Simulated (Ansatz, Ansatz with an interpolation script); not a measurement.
Planning a run of Ansatz 0.2.0 on BaTiO3 (P4mm). The input:

```yaml
crystal:
  lattice:
    - [3.9998, 0.0, 0.0]
    - [0.0, 3.9998, 0.0]
    - [0.0, 0.0, 4.018]
  atoms:
    - { symbol: Ba, position: [0.0, 0.0, 0.0] }
    - { symbol: Ti, position: [0.5, 0.5, 0.49] }
    - { symbol: O, position: [0.5, 0.5, 0.019] }
    - { symbol: O, position: [0.5, 0.0, 0.517] }
    - { symbol: O, position: [0.0, 0.5, 0.517] }
kpoints:
  mp_grid: { grid: [4, 4, 4] }
hamiltonian:
  xc: lda
  pseudopotentials: { kind: paw, azcp: { folder: soft_1 }, xc_functional: pbe }
scf:
  occupations: { method: fixed }
gw:
  n_empty_bands: 268
  ecut_chi: 150.0
  qp_bands: [v9, c5]
  screening: { model: godby_needs }
```

The database entry behind the starting cell differs from later determinations by our own check (c/a about 0.6 % short), so it need not match the best structure at ambient conditions.

```sh
ansatz run input.yaml --threads 3 --pin off --max-ram 92160MiB --backend cuda --events-out ev --progress --plain --runs-dir out --devices 1 --max-vram 13GiB
```

Q: Estimate wall time and host memory on 1 × NVIDIA H100 80GB HBM3 (shared by 6 runs) with 3 threads of AMD EPYC 7R13 (Zen 3), shared host.

It took 51 s; on shared hardware allow 25 s to 1.7 min. Peak host memory was 1.7 GiB. The sizes that set the cost: 1237 plane waves a state, 18 irreducible k points, 288 bands summed, 253 plane waves in the screening and 9 SCF cycles.

The screening grows as filled bands × empty bands × pairs of k points, times the square of the screening basis for the matrix.

[Paths, hosts, dates, memory and timing lines, banners, echoed tables and standing remarks are left out of the program output.]

[Logs are printed without paths, hosts, clocks, repeated set-up lines and the standing remarks that a program may print on its own settings, such as how far it seeks lower states.]

[Runs of the session that timed out or met a known fault of the program may be left out.]

[Hosts, paths, dates, database ids (printed as entryN), source tags and the programs' standing remarks are cut or masked in the printed files.]
